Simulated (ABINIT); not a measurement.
# CsH (Pm-3m): G0W0 in ABINIT against the k mesh, part 2 of 2

Aim: move the k mesh of a G0W0 run on CsH (Pm-3m) over a wide range.

ABINIT 10.8.3; LDA and many-body steps on it, plane waves. Known limits of the many-body steps: not at the basis limit; no spin-orbit coupling; coarse k mesh.

So far. Step 4 (Empty states on the mesh, 6×6×6 mesh, 31 bands): On this mesh the gap is 2.297 eV. Step 5 (Screening, 2×2×2 mesh, 27 bands, screening to 106.1 eV): Local fields lower ε∞ by 13 %. On a Γ-centred mesh this coarse the value itself is usually too large, while a short band sum pulls it down.

## (8) 4×4×4

The self-energy is evaluated for the states that the input lists, and the levels follow from it, in one-shot runs by the linearised quasiparticle equation.

This step: G0W0 on LDA, plane waves, norm-conserving pseudopotentials.

Contents of run.abi:

```
acell 3*1.0 Angstrom
rprim 
  3.818408540000 0.000000000000 0.000000000000
  0.000000000000 3.818408540000 0.000000000000
  0.000000000000 0.000000000000 3.818408540000
ntypat 2
znucl 55 1
natom 2
typat 1 2
xred 
  0.000000000000 0.000000000000 0.000000000000
  0.500000000000 0.500000000000 0.500000000000
pp_dirpath "pseudos"
pseudos "Cs.upf, H.upf"
ecut 31
ngkpt 4 4 4
nshiftk 1
shiftk 0 0 0
kptopt 1
chksymbreak 0
istwfk *1
occopt 1
irdwfk 1
optdriver 4
nband 27
gwcalctyp 0
ecutsigx 31
symsigma 1
nkptgw 3
kptgw 
  0.5000000000 0.5000000000 0.5000000000
  0.5000000000 0.0000000000 0.0000000000
  0.0000000000 0.0000000000 0.0000000000
bdgw 
  2 8
  3 7
  2 7
ecuteps 3.9
irdscr 1
ppmodel 1
indata_prefix "in"
outdata_prefix "out"
tmpdata_prefix "tmp"
```

On the command line:

```bash
$ OMP_NUM_THREADS=1 mpirun -n 4 abinit run.abi > log
```

Numbers of over 12 decimals in the logs are rounded to 6 here.

The log of the run:

```text
.Version 10.8.3 of ABINIT. v10.8.2 released Aug 2026.

 Symmetries : space group Pm -3 m (#221); Bravais cP (primitive cubic)
[... echo of the input left out ...]
== DATASET  1 ==================================================================
-   mpi_nproc: 4, omp_nthreads: 1 (-1 if OMP is not activated)

--- !DatasetInfo
iteration_state: {dtset: 1, }
dimensions: {natom: 2, nkpt: 10, mband: 27, nsppol: 1, nspinor: 1, nspden: 1, mpw: 3136, }
cutoff_energies: {ecut:  31.0, pawecutdg:  -1.0, }
electrons: {nelect:   1.00000000E+01, charge:   0.00000000E+00, occopt:   1.00000000E+00, tsmear:   1.00000000E-02, }

 SIGMA: Calculation of the GW corrections

 Based on a program developped by R.W. Godby, V. Olevano, G. Onida, and L. Reining.
 Incorporated in ABINIT by V. Olevano, G.-M. Rignanese, and M. Torrent.
.Using double precision arithmetic ; gwpc =  8

[... cell and pseudopotentials left out ...]
--------------------------------------------------------------------------------

 ==== K-mesh for the wavefunctions ====
 Number of points in the irreducible wedge :    10
[... list of points left out ...]
 Together with 48 symmetry operations and time-reversal symmetry
 yields    64 points in the full Brillouin Zone.

 ==== Q-mesh for screening function ====
 Number of points in the irreducible wedge :    10
[... list of points left out ...]
 Together with 48 symmetry operations and time-reversal symmetry
 yields    64 points in the full Brillouin Zone.

 vcoul_init : cutoff-mode = AUXILIARY_FUNCTION
 q-points for optical limit:   1
     1)      0.000010    0.000020    0.000030
 setmesh: FFT mesh size selected  =    40x   40x   40
          total number of points  =        64000

 Number of electrons calculated from density =   10.0000; Expected =   10.0000
[...]
number of plane-waves for wavefunctions          3071
 number of bands                                    27
 number of q-points in IBZ                          10
 number of frequencies                               2
 number of real frequencies                          1
 number of imag frequencies                          1

 matrix elements of self-energy operator (all in [eV])

 Perturbative Calculation

--- !SelfEnergy_ee
iteration_state: {dtset: 1, }
kpoint     : [   0.500,    0.500,    0.500, ]
spin       : 1
KS_gap     :    2.488
QP_gap     :    4.370
Delta_QP_KS:    1.882
data: !SigmaeeData |
     Band     E0 <VxcDFT>   SigX SigC(E0)      Z dSigC/dE  Sig(E)    E-E0       E
        2  -6.265 -12.525 -17.202   3.087   0.775  -0.291 -13.757  -1.232  -7.497
        3  -6.265 -12.525 -17.202   3.087   0.775  -0.291 -13.757  -1.232  -7.497
        4  -6.265 -12.525 -17.202   3.087   0.775  -0.291 -13.757  -1.232  -7.497
[...]
--- !SelfEnergy_ee
iteration_state: {dtset: 1, }
kpoint     : [   0.500,    0.000,    0.000, ]
spin       : 1
KS_gap     :    2.559
QP_gap     :    4.544
Delta_QP_KS:    1.985
data: !SigmaeeData |
     Band     E0 <VxcDFT>   SigX SigC(E0)      Z dSigC/dE  Sig(E)    E-E0       E
[...]
--- !SelfEnergy_ee
iteration_state: {dtset: 1, }
kpoint     : [   0.000,    0.000,    0.000, ]
spin       : 1
KS_gap     :    5.220
QP_gap     :    7.488
Delta_QP_KS:    2.268
data: !SigmaeeData |
     Band     E0 <VxcDFT>   SigX SigC(E0)      Z dSigC/dE  Sig(E)    E-E0       E
[...]
6   5.759  -8.498  -3.789  -3.040   0.824  -0.214  -7.123   1.375   7.133
        7   5.759  -8.498  -3.789  -3.040   0.824  -0.214  -7.123   1.375   7.133

== END DATASET(S) ==============================================================
================================================================================

 -outvars: echo values of variables after computation  --------
           etotal      0.0000000000E+00
            nband          27
             nkpt          10
          spgroup         221
 [... the other variables as echoed above ...]

 Calculation completed.
```

Run time: 3.7 s. Hardware: 4 MPI ranks of Arm Neoverse V2, shared host; peak memory 0.58 GiB; 15 s of CPU time.

Numbers from this step:

* G0W0 gap on the points computed: 4.237 eV
* starting gap on the mesh: 2.297 eV
* k of the valence top: 0.5, 0.5, 0.5
* k of the conduction bottom: 0.5, 0, 0
* Z at the valence top: 0.775
* Z at the conduction bottom: 0.83
* least direct G0W0 gap on the computed points: 4.37 eV

The gap on the mesh goes from 2.30 eV to 4.24 eV, a correction of +1.94 eV.

## (9) Screening, 6×6×6 mesh, 27 bands, screening to 106.1 eV

This step: RPA screening on LDA, plane waves, norm-conserving pseudopotentials.

run.abi, as its differences from that of step 8:

```diff
@@ -15,3 +15,3 @@
 ecut 31
-ngkpt 4 4 4
+ngkpt 6 6 6
 nshiftk 1
@@ -23,19 +23,8 @@
 irdwfk 1
-optdriver 4
+optdriver 3
 nband 27
-gwcalctyp 0
-ecutsigx 31
-symsigma 1
-nkptgw 3
-kptgw 
-  0.5000000000 0.5000000000 0.5000000000
-  0.5000000000 0.0000000000 0.0000000000
-  0.0000000000 0.0000000000 0.0000000000
-bdgw 
-  2 8
-  3 7
-  2 7
 ecuteps 3.9
-irdscr 1
-ppmodel 1
+inclvkb 2
+awtr 1
+symchi 1
 indata_prefix "in"
```

The log of the run:

```text
.Version 10.8.3 of ABINIT. v10.8.2 released Aug 2026.

 Symmetries : space group Pm -3 m (#221); Bravais cP (primitive cubic)
[... echo of the input left out ...]
== DATASET  1 ==================================================================
-   mpi_nproc: 4, omp_nthreads: 1 (-1 if OMP is not activated)

--- !DatasetInfo
iteration_state: {dtset: 1, }
dimensions: {natom: 2, nkpt: 20, mband: 27, nsppol: 1, nspinor: 1, nspden: 1, mpw: 3136, }
cutoff_energies: {ecut:  31.0, pawecutdg:  -1.0, }
[...]
--------------------------------------------------------------------------------
[... chi0 elements left out ...]
 For q-point:  0.000010 0.000020 0.000030
  dielectric constant =   3.6133
  dielectric constant without local fields =   4.1230

  Average fulfillment of the sum rule on Im[epsilon] for q-point    1 :     51.47  [%]
[... wings left out ...]
  q-point number  2        q = ( 0.166667, 0.000000, 0.000000) [r.l.u.]
--------------------------------------------------------------------------------
[... chi0 elements left out ...]
  Average fulfillment of the sum rule on Im[epsilon] for q-point    2 :     93.91  [%]

 [... 18 further q-points ...]
```

It took 12 s on 4 MPI ranks; peak memory 0.64 GiB; 50 s of CPU time.

This step gave:

| Item | Value |
| --- | --- |
| ε∞ with local fields, on this mesh, along the program's q direction | 3.613 |
| the same without local fields | 4.123 |
| plasma frequency | 15.74 eV |
| plane waves in the screening matrix | 147 |

## (10) 6×6×6

This step: G0W0 on LDA, plane waves, norm-conserving pseudopotentials.

run.abi, as its differences from that of step 9:

```diff
@@ -23,8 +23,19 @@
 irdwfk 1
-optdriver 3
+optdriver 4
 nband 27
+gwcalctyp 0
+ecutsigx 31
+symsigma 1
+nkptgw 3
+kptgw 
+  0.5000000000 0.5000000000 0.5000000000
+  0.5000000000 0.0000000000 0.0000000000
+  0.0000000000 0.0000000000 0.0000000000
+bdgw 
+  2 8
+  3 7
+  2 7
 ecuteps 3.9
-inclvkb 2
-awtr 1
-symchi 1
+irdscr 1
+ppmodel 1
 indata_prefix "in"
```

The log of the run:

```text
.Version 10.8.3 of ABINIT. v10.8.2 released Aug 2026.

 Symmetries : space group Pm -3 m (#221); Bravais cP (primitive cubic)
[... echo of the input left out ...]
== DATASET  1 ==================================================================
-   mpi_nproc: 4, omp_nthreads: 1 (-1 if OMP is not activated)

--- !DatasetInfo
iteration_state: {dtset: 1, }
dimensions: {natom: 2, nkpt: 20, mband: 27, nsppol: 1, nspinor: 1, nspden: 1, mpw: 3136, }
cutoff_energies: {ecut:  31.0, pawecutdg:  -1.0, }
[...]
Band     E0 <VxcDFT>   SigX SigC(E0)      Z dSigC/dE  Sig(E)    E-E0       E
[...]
6   5.759  -8.499  -3.806  -3.016   0.826  -0.211  -7.114   1.385   7.144
        7   5.759  -8.499  -3.806  -3.016   0.826  -0.211  -7.114   1.385   7.144

== END DATASET(S) ==============================================================
================================================================================

 -outvars: echo values of variables after computation  --------
           etotal      0.0000000000E+00
            nband          27
             nkpt          20
          spgroup         221
 [... the other variables as echoed above ...]

 Calculation completed.
```

Elapsed: 5.7 s, on 4 MPI ranks; peak memory 0.64 GiB; 22 s of CPU time.

Numbers from this step:

| Item | Value |
| --- | --- |
| G0W0 gap on the points computed | 4.262 eV |
| starting gap on the mesh | 2.297 eV |
| k of the valence top | 0.5, 0.5, 0.5 |
| k of the conduction bottom | 0.5, 0, 0 |
| least direct G0W0 gap on the computed points | 4.394 eV |

Against the run before, the gap moves by +0.025 eV.

## (11) The runs together

Times are wall times on 4 MPI ranks of Arm Neoverse V2, shared host, good to a factor of about two. A run's time includes the screening step that it read.

```
  run   mesh  bands  screening cutoff (eV)  DFT gap (eV)  gap on the mesh (eV)  direct (eV)  ε∞ used   time
2×2×2  2×2×2     27                  106.1         2.297                 3.757        3.871     7.54  4.7 s
4×4×4  4×4×4     27                  106.1         2.297                 4.237        4.370     3.82  7.4 s
6×6×6  6×6×6     27                  106.1         2.297                 4.262        4.394     3.61   18 s
```

## (12) Summary of results

| Quantity | Value |
| --- | --- |
| 2×2×2 | 3.757 eV |
| 4×4×4 | 4.237 eV |
| 6×6×6 | 4.262 eV |
| known limits | not at the basis limit; no spin-orbit coupling; coarse k mesh |

In words: The setting moved: k mesh. From 2×2×2 to 6×6×6 the gap moves by +0.51 eV, for 3.9 times the time. The last step still moves it by +0.025 eV. Bands and screening cutoff are coupled, so a series along one setting does not show full convergence. Bands and cutoff are finite, so the gap is not at the basis limit. The miss can reach some tenths of an eV and take either sign; the mesh is an error of its own. In the G0W0 runs levels were corrected at 3 k points alone, so a gap called «on the mesh» is the least over those, and an edge elsewhere would be missed. The 2×2×2 mesh is coarse for this cell, which bears on the long-range parts of exchange and screening. The many-body steps are scalar-relativistic: spin-orbit coupling is not in them.

[Paths, hosts, dates, memory and timing lines, banners, echoed tables and standing remarks are left out of the program output.]

[Logs are printed without paths, hosts, clocks, repeated set-up lines and the standing remarks that a program may print on its own settings, such as how far it seeks lower states.]

[Runs of the session that timed out or met a known fault of the program may be left out.]

[Hosts, paths, dates, database ids (printed as entryN), source tags and the programs' standing remarks are cut or masked in the printed files.]

[G0W0 gaps are taken among the corrected bands and points alone; a level outside them can change the order at an edge.]

[Where Ansatz stands beside ABINIT at settings called matched, ABINIT's density can come from a denser mesh and the files from another edition; pairs whose starting gaps differed by over 0.03 eV were left out, so agreement reads better than it is.]
